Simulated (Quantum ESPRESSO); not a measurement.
# MnGe: which magnetic order is lowest

Aim: find out which collinear order of MnGe costs least.

Program: Quantum ESPRESSO 7.5. Level of theory: PBEsol; plane waves with GBRV 1.5 PBEsol potentials, no spin-orbit coupling. Results are calculated unless marked as measured.

The experiments to compare with:

“Magnetic ground state and spin fluctuations in MnGe chiral magnet as studied by Muon Spin Rotation” (2016, arxiv:1602.01756) quotes from earlier work for MnGe, B20 cubic (same polycrystalline sample, earlier work, 10 K): moment (ordered moment per Mn in the helical state) 1.83 μB [Ordered moment of the long-period helix at 10 K, from earlier neutron data; the …].

## 1. The structure

Symmetry: P2_13, No. 198, cubic system. Conventional cell: a = 4.725 Å, b = 4.725 Å, c = 4.725 Å, α = 90.00°, β = 90.00°, γ = 90.00°. Nearest to Mn lie 7 Ge at 2.41 to 2.65 Å. Ge has 7 Mn at 2.41 to 2.65 Å nearest. Farther neighbours are not listed.

The cell comes from Materials Project 2023-11-01, a database of computed structures, and need not be the stable phase.

## 2. Run 1 (ferro ++++)

The signs are those of the starting moments on the seeded atoms, the atoms that are given a moment.

File pw.in:

```
&CONTROL
  calculation = 'scf'
  prefix = 'pwscf'
  outdir = './tmp'
  pseudo_dir = './pseudo'
  disk_io = 'nowf'
/
&SYSTEM
  ibrav = 0
  celldm(1) = 8
  nat = 8
  ntyp = 2
  ecutwfc = 40
  ecutrho = 280
  nbnd = 79
  occupations = 'smearing'
  smearing = 'fd'
  degauss = 0.00734986
  nspin = 2
  starting_magnetization(1) = 0.2333
  starting_magnetization(2) = 0
/
&ELECTRONS
  conv_thr = 1.6d-08
  electron_maxstep = 150
  mixing_beta = 0.3
/
ATOMIC_SPECIES
Mn     54.9380 mn_pbesol_v1.5.uspp.F.UPF
Ge     72.6300 ge_pbesol_v1.4.uspp.F.UPF
CELL_PARAMETERS alat
   1.1161202151773    0.0000000000000    0.0000000000000
   0.0000000000000    1.1161202151773    0.0000000000000
   0.0000000000000    0.0000000000000    1.1161202151773
ATOMIC_POSITIONS crystal
Mn      0.6371118200    0.1371118200    0.3628881800
Mn      0.1371118200    0.3628881800    0.6371118200
Mn      0.3628881800    0.6371118200    0.1371118200
Mn      0.8628881800    0.8628881800    0.8628881800
Ge      0.3423633700    0.8423633700    0.6576366300
Ge      0.8423633700    0.6576366300    0.3423633700
Ge      0.6576366300    0.3423633700    0.8423633700
Ge      0.1576366300    0.1576366300    0.1576366300
K_POINTS automatic
6 6 6 0 0 0
```

On the command line:

```bash
> OMP_NUM_THREADS=1 mpirun -n 4 pw.x -nk 4 -in pw.in > pw.out
```

Log:

```text
Program PWSCF v.7.5 starts

     Message from routine setup:
     using ibrav=0 with symmetry is DISCOURAGED, use correct ibrav instead

     K-points division:     npool     =       4
     Subspace diagonalization in iterative solution of the eigenvalue problem:

     G-vector sticks info
     --------------------
     sticks:   dense  smooth     PW     G-vecs:    dense   smooth      PW
     Sum        1781    1005    301                56259    24303    3959

     Using Slab Decomposition

     bravais-lattice index     =            0
     lattice parameter (alat)  =       8.0000  a.u.
     unit-cell volume          =     711.8736 (a.u.)^3
     number of atoms/cell      =            8
     number of atomic types    =            2
     number of electrons       =       116.00
     number of Kohn-Sham states=           79
     kinetic-energy cutoff     =      40.0000  Ry
     charge density cutoff     =     280.0000  Ry
     scf convergence threshold =      1.6E-08
     mixing beta               =       0.3000
     number of iterations used =            8  plain     mixing
     Exchange-correlation= SLA  PW   PSX  PSC
                           (   1   4  10   8   0   0   0)

     celldm(1)=   8.000000  celldm(2)=   0.000000  celldm(3)=   0.000000
     celldm(4)=   0.000000  celldm(5)=   0.000000  celldm(6)=   0.000000

     crystal axes: (cart. coord. in units of alat)
               a(1) = (   1.116120   0.000000   0.000000 )
               a(2) = (   0.000000   1.116120   0.000000 )
               a(3) = (   0.000000   0.000000   1.116120 )

     reciprocal axes: (cart. coord. in units 2 pi/alat)
               b(1) = (  0.895961  0.000000  0.000000 )
               b(2) = (  0.000000  0.895961  0.000000 )
               b(3) = (  0.000000  0.000000  0.895961 )

     PseudoPot. # 1 for Mn read from file:
     mn_pbesol_v1.5.uspp.F.UPF
     Pseudo is Ultrasoft + core correction, Zval = 15.0
     Generated by new atomic code, or converted to UPF format
     Using radial grid of  859 points,  6 beta functions with:
                l(1) =   0
                l(2) =   0
                l(3) =   1
                l(4) =   1
                l(5) =   2
                l(6) =   2
     Q(r) pseudized with  8 coefficients,  rinner =    0.950   0.950   0.950
                                                       0.950   0.950

     PseudoPot. # 2 for Ge read from file:
     ge_pbesol_v1.4.uspp.F.UPF
     Pseudo is Ultrasoft + core correction, Zval = 14.0
     Generated by new atomic code, or converted to UPF format
     Using radial grid of  873 points,  6 beta functions with:
                l(1) =   0
                l(2) =   0
                l(3) =   1
                l(4) =   1
                l(5) =   2
                l(6) =   2
     Q(r) pseudized with  8 coefficients,  rinner =    1.400   1.400   1.400
                                                       1.400   1.400

     atomic species   valence    mass     pseudopotential
     Mn               15.00    54.93800     Mn( 1.00)
     Ge               14.00    72.63000     Ge( 1.00)

     Starting magnetic structure
     atomic species   magnetization
     Mn              0.233
     Ge              0.000

     12 Sym. Ops. (no inversion) found ( 9 have fractional translation)

   Cartesian axes

     site n.     atom                  positions (alat units)
         1        Mn     tau(   1) = (   0.7110934   0.1530333   0.4050268  )
         2        Mn     tau(   2) = (   0.1530333   0.4050268   0.7110934  )
         3        Mn     tau(   3) = (   0.4050268   0.7110934   0.1530333  )
         4        Mn     tau(   4) = (   0.9630869   0.9630869   0.9630869  )
         5        Ge     tau(   5) = (   0.3821187   0.9401788   0.7340015  )
         6        Ge     tau(   6) = (   0.9401788   0.7340015   0.3821187  )
         7        Ge     tau(   7) = (   0.7340015   0.3821187   0.9401788  )
         8        Ge     tau(   8) = (   0.1759414   0.1759414   0.1759414  )

     number of k points=    24  Fermi-Dirac smearing, width (Ry)=  0.0073
                       cart. coord. in units 2pi/alat
        k(    1) = (   0.0000000   0.0000000   0.0000000), wk =   0.0046296
        k(    2) = (   0.0000000   0.0000000   0.1493268), wk =   0.0277778
        k(    3) = (   0.0000000   0.0000000   0.2986536), wk =   0.0277778
        k(    4) = (   0.0000000   0.0000000  -0.4479804), wk =   0.0138889
        k(    5) = (   0.0000000   0.1493268   0.1493268), wk =   0.0555556
        [... 19 further k-points ...]

     Dense  grid:    56259 G-vectors     FFT dimensions: (  48,  48,  48)

     Smooth grid:    24303 G-vectors     FFT dimensions: (  36,  36,  36)

     Check: negative core charge=   -0.000038
     Generating pointlists ...
     new r_m :   0.2350 (alat units)  1.8803 (a.u.) for type    1
     new r_m :   0.2350 (alat units)  1.8803 (a.u.) for type    2

     Initial potential from superposition of free atoms

     starting charge     113.9964, renormalised to     116.0000
     Starting wfcs are   88 randomized atomic wfcs

     Self-consistent Calculation

     iteration #  1     ecut=    40.00 Ry     beta= 0.30
     Davidson diagonalization with overlap
     ethr =  1.00E-02,  avg # of iterations =  3.8

     total energy              =   -1696.89464456 Ry
     estimated scf accuracy    <       1.99927395 Ry

     total magnetization       =     8.45 Bohr mag/cell
     absolute magnetization    =     9.87 Bohr mag/cell

     iteration #  2     ecut=    40.00 Ry     beta= 0.30
     Davidson diagonalization with overlap
     ethr =  1.72E-03,  avg # of iterations =  2.0

     total energy              =   -1697.07775884 Ry
     estimated scf accuracy    <       0.64824563 Ry

     total magnetization       =     8.77 Bohr mag/cell
     absolute magnetization    =    10.36 Bohr mag/cell

     iteration #  3     ecut=    40.00 Ry     beta= 0.30
     Davidson diagonalization with overlap
     ethr =  5.59E-04,  avg # of iterations =  1.3

     total energy              =   -1697.14925677 Ry
     estimated scf accuracy    <       0.16733139 Ry

     total magnetization       =     8.50 Bohr mag/cell
     absolute magnetization    =    10.09 Bohr mag/cell

     [... further iterations left out ...]

     iteration # 10     ecut=    40.00 Ry     beta= 0.30
     Davidson diagonalization with overlap
     ethr =  2.83E-09,  avg # of iterations =  2.5

     total energy              =   -1697.18679550 Ry
     estimated scf accuracy    <       0.00000711 Ry

     total magnetization       =     7.57 Bohr mag/cell
     absolute magnetization    =     8.94 Bohr mag/cell

     iteration # 11     ecut=    40.00 Ry     beta= 0.30
     Davidson diagonalization with overlap
     ethr =  2.83E-09,  avg # of iterations =  2.2

     total energy              =   -1697.18679805 Ry
     estimated scf accuracy    <       0.00000011 Ry

     total magnetization       =     7.56 Bohr mag/cell
     absolute magnetization    =     8.93 Bohr mag/cell

     iteration # 12     ecut=    40.00 Ry     beta= 0.30
     Davidson diagonalization with overlap
     ethr =  9.29E-11,  avg # of iterations =  2.0

     total energy              =   -1697.18679814 Ry
     estimated scf accuracy    <       0.00000003 Ry

     total magnetization       =     7.56 Bohr mag/cell
     absolute magnetization    =     8.93 Bohr mag/cell

     iteration # 13     ecut=    40.00 Ry     beta= 0.30
     Davidson diagonalization with overlap
     ethr =  2.16E-11,  avg # of iterations =  2.0

     Magnetic moment per site  (integrated on atomic sphere of radius R)
     atom   1 (R=0.235)  charge= 13.1778  magn=  1.9754
     atom   2 (R=0.235)  charge= 13.1778  magn=  1.9754
     atom   3 (R=0.235)  charge= 13.1778  magn=  1.9754
     atom   4 (R=0.235)  charge= 13.1778  magn=  1.9754
     atom   5 (R=0.235)  charge= 11.7857  magn= -0.0903
     atom   6 (R=0.235)  charge= 11.7857  magn= -0.0903
     atom   7 (R=0.235)  charge= 11.7857  magn= -0.0903
     atom   8 (R=0.235)  charge= 11.7857  magn= -0.0903

     End of self-consistent calculation

     [... lines left out ...]
     the Fermi energy is    16.2474 ev

!    total energy              =   -1697.18679821 Ry
     estimated scf accuracy    <          5.8E-09 Ry
     smearing contrib. (-TS)   =      -0.01162961 Ry
     internal energy E=F+TS    =   -1697.17516860 Ry

     The total energy is F=E-TS. E is the sum of the following terms:
     one-electron contribution =    -752.30886062 Ry
     hartree contribution      =     474.24395901 Ry
     xc contribution           =    -336.52171646 Ry
     ewald contribution        =   -1082.58855054 Ry

     total magnetization       =     7.56 Bohr mag/cell
     absolute magnetization    =     8.93 Bohr mag/cell

     convergence has been achieved in  13 iterations

=------------------------------------------------------------------------------=
   JOB DONE.
=------------------------------------------------------------------------------=
```

Elapsed: 79 s, on 4 MPI ranks of Arm Neoverse V1, shared host; peak memory 0.67 GiB.

Spin moment in the atom's sphere by atom:

| atom | spin moment in the atom's sphere (μB) |
| --- | --- |
| Mn1 | 1.98 |
| Mn2 | 1.98 |
| Mn3 | 1.98 |
| Mn4 | 1.98 |
| Ge5 | -0.09 |
| Ge6 | -0.09 |
| Ge7 | -0.09 |
| Ge8 | -0.09 |

Read from the output:

| Item | Value |
| --- | --- |
| smearing term TS | 0.1582 eV |
| magnetization | 7.561 μB |
| absolute magnetization | 8.928 μB |
| final state | ferromagnetic |

Spin density in the ac plane at fractional y = 0.137, with atoms of Mn and Ge within 0.2 Å of it.

Ten even steps from '_' (0.0 e/Å³) to '@' (3.0 e/Å³), each cell a mean:
```
____________________________
____________________________
____________________________
____________________________
____________________________
____________________________
__________________..________
______________..==**::______
______________::%%@@==______
______________..++##--______
________________....________
____________________________
____________________________
____________________________
```
Columns run along a (4.7 Å), rows up along c (4.7 Å). Atoms in or near the plane, at fractional coordinates: Mn at (0.64, 0.36), Ge at (0.16, 0.16).

Valence density in the ac plane at fractional y = 0.137, with atoms of Mn and Ge within 0.2 Å of it. It is the smooth field of the valence electrons, not physical close to the nuclei.

Ten steps, logarithmic in the rise over the least value, from '_' (0 e/Å³) to '@' (36 e/Å³), each cell a mean:
```
__....____________....______
__________________......____
________________......______
__________________..________
____________________________
________________....________
______________..----::______
____________..==####++::____
__......____..++%%%%##--____
..::--::......==##%%**::____
::**##**::....::====--..__..
--%%@@##--..____....______..
::**%%**::________________..
..::--::..__________________
```
Columns run along a (4.7 Å), rows up along c (4.7 Å). Atoms in or near the plane, at fractional coordinates: Mn at (0.64, 0.36), Ge at (0.16, 0.16).

[end of part 1 of 2]

[Logs and program files are shortened in this print: banners, set-up blocks, solver, clock and traceback lines can be left out without a mark of their own.]

[Logs are printed without paths, hosts, clocks, repeated set-up lines and the standing remarks that a program may print on its own settings, such as how far it seeks lower states.]

[Hosts, paths, dates, database ids (printed as entryN), source tags and the programs' standing remarks are cut or masked in the printed files.]

[Where a cell is said to come from a database of computed structures, the database is the Materials Project.]
